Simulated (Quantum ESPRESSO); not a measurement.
# Magnetic state of MnGa4 from several starts, part 2 of 3

Wanted: the moments of MnGa4 and the energy of each order that was tried.

Quantum ESPRESSO 7.5; PBEsol; plane waves with GBRV 1.5 PBEsol potentials, no spin-orbit coupling.

So far, absolute magnetization (μB): step 2 (run 1, typed as ferro +) 0.568.

## 3. Run 2, typed as antiferro q=(1/2,1/2,1/2) +−

The cell is doubled to 10 atoms to hold this order. The wavevector q is in fractions of the reciprocal vectors of the crystal's primitive cell, as the cells of these inputs are built from it; moments change sign between cells as cos(2π q·R).

File pw.in:

```
&CONTROL
  calculation = 'scf'
  prefix = 'pwscf'
  outdir = './tmp'
  pseudo_dir = './pseudo'
  disk_io = 'nowf'
/
&SYSTEM
  ibrav = 0
  nat = 10
  ntyp = 3
  ecutwfc = 40
  ecutrho = 280
  nbnd = 110
  occupations = 'smearing'
  smearing = 'fd'
  degauss = 0.00734986
  nspin = 2
  starting_magnetization(1) = 0.2333
  starting_magnetization(2) = -0.2333
  starting_magnetization(3) = 0
/
&ELECTRONS
  conv_thr = 2d-08
  electron_maxstep = 150
  mixing_beta = 0.3
/
ATOMIC_SPECIES
Mn1    54.9380 mn_pbesol_v1.5.uspp.F.UPF
Mn2    54.9380 mn_pbesol_v1.5.uspp.F.UPF
Ga     69.7230 ga_pbesol_v1.4.uspp.F.UPF
CELL_PARAMETERS angstrom
  -5.5437287800    5.5437287800    5.5437287800
   0.0000000000    0.0000000000    5.5437287800
   0.0000000000    5.5437287800    0.0000000000
ATOMIC_POSITIONS crystal
Mn1     0.0000000000    0.0000000000    0.0000000000
Mn2     0.5000000000    0.0000000000    0.0000000000
Ga      0.7500000000    0.0000000000    0.5000000000
Ga      0.2500000000    0.0000000000    0.5000000000
Ga      0.7500000000    0.5000000000    0.0000000000
Ga      0.2500000000    0.5000000000    0.0000000000
Ga      0.2500000000    0.0000000000    0.0000000000
Ga      0.7500000000    0.0000000000    0.0000000000
Ga      0.7500000000    0.5000000000    0.5000000000
Ga      0.2500000000    0.5000000000    0.5000000000
K_POINTS automatic
3 6 6 0 0 0
```

Started as:

```console
OMP_NUM_THREADS=1 mpirun -n 4 pw.x -nk 4 -in pw.in > pw.out
```

The program printed:

```text
[banner, memory and clock lines left out]
Program PWSCF v.7.5 starts

     Message from routine setup:
     using ibrav=0 with symmetry is DISCOURAGED, use correct ibrav instead

     bravais-lattice index     =            0
     lattice parameter (alat)  =      18.1452  a.u.
     unit-cell volume          =    1149.7476 (a.u.)^3
     number of atoms/cell      =           10
     number of atomic types    =            3
     number of electrons       =       182.00
     number of Kohn-Sham states=          110
     kinetic-energy cutoff     =      40.0000  Ry
     charge density cutoff     =     280.0000  Ry
     scf convergence threshold =      2.0E-08
     mixing beta               =       0.3000
     number of iterations used =            8  plain     mixing
     Exchange-correlation= SLA  PW   PSX  PSC
                           (   1   4  10   8   0   0   0)

     celldm(1)=  18.145188  celldm(2)=   0.000000  celldm(3)=   0.000000
     celldm(4)=   0.000000  celldm(5)=   0.000000  celldm(6)=   0.000000

     crystal axes: (cart. coord. in units of alat)
               a(1) = (  -0.577350   0.577350   0.577350 )
               a(2) = (   0.000000   0.000000   0.577350 )
               a(3) = (   0.000000   0.577350   0.000000 )

     reciprocal axes: (cart. coord. in units 2 pi/alat)
               b(1) = ( -1.732051  0.000000  0.000000 )
               b(2) = (  1.732051 -0.000000  1.732051 )
               b(3) = (  1.732051  1.732051 -0.000000 )

     PseudoPot. # 1 for Mn read from file:
     mn_pbesol_v1.5.uspp.F.UPF
     Pseudo is Ultrasoft + core correction, Zval = 15.0

     PseudoPot. # 2 for Mn read from file:
     mn_pbesol_v1.5.uspp.F.UPF
     Pseudo is Ultrasoft + core correction, Zval = 15.0

     PseudoPot. # 3 for Ga read from file:
     ga_pbesol_v1.4.uspp.F.UPF
     Pseudo is Ultrasoft + core correction, Zval = 19.0

     atomic species   valence    mass     pseudopotential
     Mn1              15.00    54.93800     Mn( 1.00)
     Mn2              15.00    54.93800     Mn( 1.00)
     Ga               19.00    69.72300     Ga( 1.00)

     Starting magnetic structure
     atomic species   magnetization
     Mn1             0.233
     Mn2            -0.233
     Ga              0.000

     48 Sym. Ops., with inversion, found

   Cartesian axes

     site n.     atom                  positions (alat units)
         1        Mn1    tau(   1) = (   0.0000000   0.0000000   0.0000000  )
         2        Mn2    tau(   2) = (  -0.2886751   0.2886751   0.2886751  )
         3        Ga     tau(   3) = (  -0.4330127   0.7216878   0.4330127  )
         4        Ga     tau(   4) = (  -0.1443376   0.4330127   0.1443376  )
         5        Ga     tau(   5) = (  -0.4330127   0.4330127   0.7216878  )
         6        Ga     tau(   6) = (  -0.1443376   0.1443376   0.4330127  )
         7        Ga     tau(   7) = (  -0.1443376   0.1443376   0.1443376  )
         8        Ga     tau(   8) = (  -0.4330127   0.4330127   0.4330127  )
         9        Ga     tau(   9) = (  -0.4330127   0.7216878   0.7216878  )
        10        Ga     tau(  10) = (  -0.1443376   0.4330127   0.4330127  )

     number of k points=    10  Fermi-Dirac smearing, width (Ry)=  0.0073
                       cart. coord. in units 2pi/alat
        k(    1) = (   0.0000000   0.0000000   0.0000000), wk =   0.0092593
        k(    2) = (   0.2886751   0.2886751   0.0000000), wk =   0.1111111
        k(    3) = (   0.5773503   0.5773503   0.0000000), wk =   0.1111111
        k(    4) = (  -0.8660254  -0.8660254   0.0000000), wk =   0.0277778
        k(    5) = (   0.5773503   0.2886751   0.2886751), wk =   0.2222222
        [... 5 further k-points ...]

     Dense  grid:    91047 G-vectors     FFT dimensions: ( 100,  60,  60)

     Smooth grid:    39127 G-vectors     FFT dimensions: (  75,  45,  45)

     Check: negative core charge=   -0.000018
     Generating pointlists ...
     new r_m :   0.1031 (alat units)  1.8712 (a.u.) for type    1
     new r_m :   0.1031 (alat units)  1.8712 (a.u.) for type    2
     new r_m :   0.1031 (alat units)  1.8712 (a.u.) for type    3

     Initial potential from superposition of free atoms

     starting charge     172.9998, renormalised to     182.0000
     Starting wfcs are  122 randomized atomic wfcs

     Self-consistent Calculation

     iteration #  1     ecut=    40.00 Ry     beta= 0.30
     Davidson diagonalization with overlap
     ethr =  1.00E-02,  avg # of iterations =  5.0

     total energy              =   -3726.24749960 Ry
     estimated scf accuracy    <      65.02098551 Ry

     total magnetization       =     0.00 Bohr mag/cell
     absolute magnetization    =     4.72 Bohr mag/cell

     iteration #  2     ecut=    40.00 Ry     beta= 0.30
     Davidson diagonalization with overlap
     ethr =  1.00E-02,  avg # of iterations =  2.5

     total energy              =   -3742.17729588 Ry
     estimated scf accuracy    <       0.76278868 Ry

     total magnetization       =     0.00 Bohr mag/cell
     absolute magnetization    =     4.75 Bohr mag/cell

     [... further iterations left out ...]

     iteration # 16     ecut=    40.00 Ry     beta= 0.30
     Davidson diagonalization with overlap
     ethr =  3.08E-10,  avg # of iterations =  1.9

     total energy              =   -3742.23523107 Ry
     estimated scf accuracy    <       0.00000002 Ry

     total magnetization       =     0.00 Bohr mag/cell
     absolute magnetization    =     2.59 Bohr mag/cell

     iteration # 17     ecut=    40.00 Ry     beta= 0.30
     Davidson diagonalization with overlap
     ethr =  1.22E-11,  avg # of iterations =  3.7

     Magnetic moment per site  (integrated on atomic sphere of radius R)
     atom   1 (R=0.103)  charge= 13.2710  magn=  1.0166
     atom   2 (R=0.103)  charge= 13.2710  magn= -1.0165
     atom   3 (R=0.103)  charge= 16.9664  magn= -0.0000
     atom   4 (R=0.103)  charge= 16.9664  magn= -0.0000
     atom   5 (R=0.103)  charge= 16.9664  magn= -0.0000
     atom   6 (R=0.103)  charge= 16.9664  magn= -0.0000
     atom   7 (R=0.103)  charge= 16.9664  magn= -0.0000
     atom   8 (R=0.103)  charge= 16.9664  magn= -0.0000
     atom   9 (R=0.103)  charge= 16.9664  magn= -0.0000
     atom  10 (R=0.103)  charge= 16.9664  magn= -0.0000

     End of self-consistent calculation

     [... lines left out ...]
     the Fermi energy is    12.3438 ev

!    total energy              =   -3742.23523109 Ry
     estimated scf accuracy    <          4.2E-09 Ry
     smearing contrib. (-TS)   =      -0.00922893 Ry
     internal energy E=F+TS    =   -3742.22600216 Ry

     The total energy is F=E-TS. E is the sum of the following terms:
     one-electron contribution =   -2975.91801809 Ry
     hartree contribution      =    1565.62932544 Ry
     xc contribution           =    -436.74309135 Ry
     ewald contribution        =   -1895.19421816 Ry

     total magnetization       =     0.00 Bohr mag/cell
     absolute magnetization    =     2.59 Bohr mag/cell

     convergence has been achieved in  17 iterations
```

Run time: 2.5 min. Hardware: 4 MPI ranks of Arm Neoverse V2, shared host; peak memory 0.98 GiB; 9.8 min of CPU time.

Spin moment in the atom's sphere by atom:

| atom | spin moment in the atom's sphere (μB) |
| --- | --- |
| Mn1 | 1.02 |
| Mn2 | -1.02 |
| Ga3 | 0.00 |
| Ga4 | 0.00 |
| Ga5 | 0.00 |
| Ga6 | 0.00 |
| Ga7 | 0.00 |
| Ga8 | 0.00 |
| Ga9 | 0.00 |
| Ga10 | 0.00 |

Read from the output:

| Quantity | Value |
| --- | --- |
| smearing term TS | 0.1256 eV |
| magnetization | 0 μB |
| absolute magnetization | 2.593 μB |
| final state | antiferromagnetic |

Spin density in the ac plane at fractional y = 0.000, with atoms of Mn and Ga within 0.2 Å of it.

Values in units of 1e-1 e/Å³, 8 rows by 16 columns, each cell a mean:
```
 9.0  1.7  0.1  0.0  0.0  0.0 -0.1 -2.7 -9.0 -1.7 -0.1  0.0  0.0  0.0  0.1  2.7
 0.7  0.4  0.1  0.0 -0.1  0.0  0.0 -0.1 -0.7 -0.4 -0.1  0.0  0.1  0.0  0.0  0.1
 0.0  0.0  0.0  0.0 -0.1  0.0  0.0  0.0  0.0  0.0  0.0  0.0  0.1  0.0  0.0  0.0
 0.0  0.0  0.0  0.0  0.0  0.0  0.0  0.0  0.0  0.0  0.0  0.0  0.0  0.0  0.0  0.0
 0.0  0.0  0.0  0.0  0.1  0.0  0.0  0.0  0.0  0.0  0.0  0.0 -0.1  0.0  0.0  0.0
 0.0  0.0  0.0  0.1  0.1  0.0  0.0 -0.1  0.0  0.0  0.0 -0.1 -0.1  0.0  0.0  0.1
 0.7  0.0  0.0  0.0  0.1 -0.1 -0.4 -1.5 -0.7  0.0  0.0  0.0 -0.1  0.1  0.4  1.5
 8.8  0.5  0.0  0.0  0.0  0.0 -0.6 -7.5 -8.8 -0.5  0.0  0.0  0.0  0.0  0.6  7.5
```
Columns run along a (9.6 Å), rows up along c (5.5 Å). Atoms in or near the plane, at fractional coordinates: Mn at (0.00, 0.00), Mn at (0.50, 0.00), Ga at (0.75, 0.50), Ga at (0.25, 0.50), Ga at (0.25, 0.00), Ga at (0.75, 0.00).

Valence density in the ac plane at fractional y = 0.000, with atoms of Mn and Ga within 0.2 Å of it. It is the smooth field of the valence electrons, not physical close to the nuclei.

Ten steps, logarithmic in the rise over the least value, from '0' (0 e/Å³) to '9' (69 e/Å³), each cell a mean:
```
663112796201367510148841025
443100244200134420013431001
111100011100001110000110000
000000000000000000000000000
000011100000000001110000000
000024420000000001343100000
000026972000000001488510000
000014996100000000279830000
000001475200000000026741000
000000122100000000001221000
000000001100000000000011000
000000000001000000000000110
100012210012321001221000122
520025741013663101466210246
652115994112666311389721146
```
Columns run along a (9.6 Å), rows up along c (5.5 Å). Atoms in or near the plane, at fractional coordinates: Mn at (0.00, 0.00), Mn at (0.50, 0.00), Ga at (0.75, 0.50), Ga at (0.25, 0.50), Ga at (0.25, 0.00), Ga at (0.75, 0.00).

## 4. Run 3 (antiferro q=(0,0,1/2) +−)

The cell is doubled to 10 atoms to hold this order.

File pw.in:

```
&CONTROL
  calculation = 'scf'
  prefix = 'pwscf'
  outdir = './tmp'
  pseudo_dir = './pseudo'
  disk_io = 'nowf'
/
&SYSTEM
  ibrav = 0
  nat = 10
  ntyp = 3
  ecutwfc = 40
  ecutrho = 280
  nbnd = 110
  occupations = 'smearing'
  smearing = 'fd'
  degauss = 0.00734986
  nspin = 2
  starting_magnetization(1) = 0.2333
  starting_magnetization(2) = -0.2333
  starting_magnetization(3) = 0
/
&ELECTRONS
  conv_thr = 2d-08
  electron_maxstep = 150
  mixing_beta = 0.3
/
ATOMIC_SPECIES
Mn1    54.9380 mn_pbesol_v1.5.uspp.F.UPF
Mn2    54.9380 mn_pbesol_v1.5.uspp.F.UPF
Ga     69.7230 ga_pbesol_v1.4.uspp.F.UPF
CELL_PARAMETERS angstrom
  -2.7718643900    2.7718643900    2.7718643900
   2.7718643900   -2.7718643900    2.7718643900
   5.5437287800    5.5437287800   -5.5437287800
ATOMIC_POSITIONS crystal
Mn1     0.0000000000    0.0000000000    0.0000000000
Mn2     0.0000000000    0.0000000000    0.5000000000
Ga      0.0000000000    0.0000000000    0.2500000000
Ga      0.0000000000    0.0000000000    0.7500000000
Ga      0.0000000000    0.5000000000    0.0000000000
Ga      0.0000000000    0.5000000000    0.5000000000
Ga      0.5000000000    0.0000000000    0.0000000000
Ga      0.5000000000    0.0000000000    0.5000000000
Ga      0.5000000000    0.5000000000    0.2500000000
Ga      0.5000000000    0.5000000000    0.7500000000
K_POINTS automatic
6 6 3 0 0 0
```

The program printed:

```text
     [... lines left out ...]
Program PWSCF v.7.5 starts
     [... lines left out ...]
     number of atoms/cell      =           10
     [... lines left out ...]
     number of electrons       =       182.00
     number of Kohn-Sham states=          110
     kinetic-energy cutoff     =      40.0000  Ry
     charge density cutoff     =     280.0000  Ry
     scf convergence threshold =      2.0E-08
     [... lines left out ...]
      8 Sym. Ops., with inversion, found
     [... lines left out ...]
     number of k points=    26  Fermi-Dirac smearing, width (Ry)=  0.0073
     [... lines left out ...]
     iteration # 22     ecut=    40.00 Ry     beta= 0.30
     [... lines left out ...]
     Magnetic moment per site  (integrated on atomic sphere of radius R)
     atom   1 (R=0.206)  charge= 13.2741  magn=  0.0005
     atom   2 (R=0.206)  charge= 13.2741  magn= -0.0041
     atom   3 (R=0.206)  charge= 16.9645  magn=  0.0000
     atom   4 (R=0.206)  charge= 16.9645  magn=  0.0000
     atom   5 (R=0.206)  charge= 16.9645  magn= -0.0000
     atom   6 (R=0.206)  charge= 16.9645  magn=  0.0001
     atom   7 (R=0.206)  charge= 16.9645  magn= -0.0000
     atom   8 (R=0.206)  charge= 16.9645  magn=  0.0001
     atom   9 (R=0.206)  charge= 16.9645  magn=  0.0000
     atom  10 (R=0.206)  charge= 16.9645  magn=  0.0000
     [... lines left out ...]
     the Fermi energy is    12.3554 ev
!    total energy              =   -3742.23127770 Ry
     estimated scf accuracy    <       0.00000002 Ry
     smearing contrib. (-TS)   =      -0.01331300 Ry
     [... lines left out ...]
     total magnetization       =    -0.00 Bohr mag/cell
     absolute magnetization    =     0.01 Bohr mag/cell
     convergence has been achieved in  22 iterations
```

Run time: 6.1 min. Hardware: 4 MPI ranks; peak memory 1.2 GiB.

Spin moment in the atom's sphere by atom:

| atom | spin moment in the atom's sphere (μB) |
| --- | --- |
| Mn1 | 0.0005 |
| Mn2 | -0.0041 |
| Ga3 | 0.0000 |
| Ga4 | 0.0000 |
| Ga5 | 0.0000 |
| Ga6 | 0.0001 |
| Ga7 | 0.0000 |
| Ga8 | 0.0001 |
| Ga9 | 0.0000 |
| Ga10 | 0.0000 |

Numbers from this step:

| Quantity | Value |
| --- | --- |
| smearing term TS | 0.1811 eV |
| magnetization | 0 μB |
| absolute magnetization | 0.006 μB |
| final state | non-magnetic |

## 5. Run 4, typed as no spin polarisation

File pw.in:

```
&CONTROL
  calculation = 'scf'
  prefix = 'pwscf'
  outdir = './tmp'
  pseudo_dir = './pseudo'
  disk_io = 'nowf'
/
&SYSTEM
  ibrav = 0
  nat = 5
  ntyp = 2
  ecutwfc = 40
  ecutrho = 280
  nbnd = 57
  occupations = 'smearing'
  smearing = 'fd'
  degauss = 0.00734986
/
&ELECTRONS
  conv_thr = 1d-08
  electron_maxstep = 150
  mixing_beta = 0.3
/
ATOMIC_SPECIES
Mn     54.9380 mn_pbesol_v1.5.uspp.F.UPF
Ga     69.7230 ga_pbesol_v1.4.uspp.F.UPF
CELL_PARAMETERS angstrom
  -2.7718643900    2.7718643900    2.7718643900
   2.7718643900   -2.7718643900    2.7718643900
   2.7718643900    2.7718643900   -2.7718643900
ATOMIC_POSITIONS crystal
Mn      0.0000000000    0.0000000000    0.0000000000
Ga      0.0000000000    0.0000000000    0.5000000000
Ga      0.0000000000    0.5000000000    0.0000000000
Ga      0.5000000000    0.0000000000    0.0000000000
Ga      0.5000000000    0.5000000000    0.5000000000
K_POINTS automatic
6 6 6 0 0 0
```

The program printed:

```text
     [... lines left out ...]
Program PWSCF v.7.5 starts
     [... lines left out ...]
     number of atoms/cell      =            5
     [... lines left out ...]
     number of electrons       =        91.00
     number of Kohn-Sham states=           57
     kinetic-energy cutoff     =      40.0000  Ry
     charge density cutoff     =     280.0000  Ry
     scf convergence threshold =      1.0E-08
     [... lines left out ...]
     48 Sym. Ops., with inversion, found
     [... lines left out ...]
     number of k points=    16  Fermi-Dirac smearing, width (Ry)=  0.0073
     [... lines left out ...]
     iteration # 15     ecut=    40.00 Ry     beta= 0.30
     [... lines left out ...]
     the Fermi energy is    12.3554 ev
!    total energy              =   -1871.11564852 Ry
     estimated scf accuracy    <          1.2E-10 Ry
     smearing contrib. (-TS)   =      -0.00665652 Ry
     [... lines left out ...]
     convergence has been achieved in  15 iterations
```

Elapsed: 17 s, on 4 MPI ranks; peak memory 0.43 GiB; 68 s of CPU time.

This step gave:

| Item | Value |
| --- | --- |
| smearing term TS | 0.09057 eV |
| final state | non-magnetic (no spin polarisation) |

## 6. The states side by side

An order is kept where moments of 0.15 μB or more survive with the typed signs; meshes match where a doubled cell samples the same k points as the first cell.

Orders:

| start | final state | typed order kept | energy over the lowest (meV a seeded atom) | largest site moment (μB) | net moment (μB a cell of the first run) | mesh matched | CPU time (s) |
| --- | --- | --- | --- | --- | --- | --- | --- |
| ferro + | ferromagnetic | yes | 23.05 | 0.4492 | 0.3983 | yes | 157.5 |
| antiferro q=(1/2,1/2,1/2) +- | antiferromagnetic | yes | 0 | 1.017 | 0 | yes | 588 |
| antiferro q=(0,0,1/2) +- | non-magnetic | no | 26.89 | 0.004076 | 0.001715 | yes | 1473 |
| no spin polarisation | non-magnetic | - | 26.76 | 0 | 0 | yes | 67.96 |

## 7. The lowest state again, with its states saved

File pw.in:

```
&CONTROL
  calculation = 'scf'
  prefix = 'pwscf'
  outdir = './tmp'
  pseudo_dir = './pseudo'
  disk_io = 'low'
/
&SYSTEM
  ibrav = 0
  celldm(1) = 8
  nat = 10
  ntyp = 3
  ecutwfc = 40
  ecutrho = 280
  nbnd = 114
  occupations = 'smearing'
  smearing = 'fd'
  degauss = 0.00734986
  nspin = 2
  starting_magnetization(1) = 0.2333
  starting_magnetization(2) = -0.2333
  starting_magnetization(3) = 0
/
&ELECTRONS
  conv_thr = 2d-08
  electron_maxstep = 150
  mixing_beta = 0.3
/
ATOMIC_SPECIES
Mn1    54.9380 mn_pbesol_v1.5.uspp.F.UPF
Mn2    54.9380 mn_pbesol_v1.5.uspp.F.UPF
Ga     69.7230 ga_pbesol_v1.4.uspp.F.UPF
CELL_PARAMETERS alat
  -1.3095161379257    1.3095161379257    1.3095161379257
   0.0000000000000    0.0000000000000    1.3095161379257
   0.0000000000000    1.3095161379257    0.0000000000000
ATOMIC_POSITIONS crystal
Mn1     0.0000000000    0.0000000000    0.0000000000
Mn2     0.5000000000    0.0000000000    0.0000000000
Ga      0.7500000000    0.0000000000    0.5000000000
Ga      0.2500000000    0.0000000000    0.5000000000
Ga      0.7500000000    0.5000000000    0.0000000000
Ga      0.2500000000    0.5000000000    0.0000000000
Ga      0.2500000000    0.0000000000    0.0000000000
Ga      0.7500000000    0.0000000000    0.0000000000
Ga      0.7500000000    0.5000000000    0.5000000000
Ga      0.2500000000    0.5000000000    0.5000000000
K_POINTS automatic
3 6 6 0 0 0
```

The program printed:

```text
     [... lines left out ...]
Program PWSCF v.7.5 starts
     [... lines left out ...]
     number of atoms/cell      =           10
     [... lines left out ...]
     number of electrons       =       182.00
     number of Kohn-Sham states=          114
     kinetic-energy cutoff     =      40.0000  Ry
     charge density cutoff     =     280.0000  Ry
     scf convergence threshold =      2.0E-08
     [... lines left out ...]
     48 Sym. Ops., with inversion, found
     [... lines left out ...]
     number of k points=    10  Fermi-Dirac smearing, width (Ry)=  0.0073
     [... lines left out ...]
     iteration # 15     ecut=    40.00 Ry     beta= 0.30
     [... lines left out ...]
     Magnetic moment per site  (integrated on atomic sphere of radius R)
     atom   1 (R=0.234)  charge= 13.2709  magn=  1.0169
     atom   2 (R=0.234)  charge= 13.2709  magn= -1.0168
     atom   3 (R=0.234)  charge= 16.9664  magn= -0.0000
     atom   4 (R=0.234)  charge= 16.9664  magn= -0.0000
     atom   5 (R=0.234)  charge= 16.9664  magn= -0.0000
     atom   6 (R=0.234)  charge= 16.9664  magn= -0.0000
     atom   7 (R=0.234)  charge= 16.9664  magn= -0.0000
     atom   8 (R=0.234)  charge= 16.9664  magn= -0.0000
     atom   9 (R=0.234)  charge= 16.9664  magn= -0.0000
     atom  10 (R=0.234)  charge= 16.9664  magn= -0.0000
     [... lines left out ...]
     the Fermi energy is    12.3439 ev
!    total energy              =   -3742.23523108 Ry
     estimated scf accuracy    <          9.8E-09 Ry
     smearing contrib. (-TS)   =      -0.00922683 Ry
     [... lines left out ...]
     total magnetization       =     0.00 Bohr mag/cell
     absolute magnetization    =     2.59 Bohr mag/cell
     convergence has been achieved in  15 iterations
```

Elapsed: 2.2 min, on 4 MPI ranks; peak memory 0.98 GiB; 9 min of CPU time.

Numbers from this step:

| Item | Value |
| --- | --- |
| smearing term TS | 0.1255 eV |
| magnetization | 0 μB |
| absolute magnetization | 2.594 μB |
| final state | antiferromagnetic |
| largest moment | 1.017 μB |

(Continued in part 3 of 3.)

[Logs and program files are shortened in this print: banners, set-up blocks, solver, clock and traceback lines can be left out without a mark of their own.]

[Logs are printed without paths, hosts, clocks, repeated set-up lines and the standing remarks that a program may print on its own settings, such as how far it seeks lower states.]

[Hosts, paths, dates, database ids (printed as entryN), source tags and the programs' standing remarks are cut or masked in the printed files.]

[Where a cell is said to come from a database of computed structures, the database is the Materials Project.]
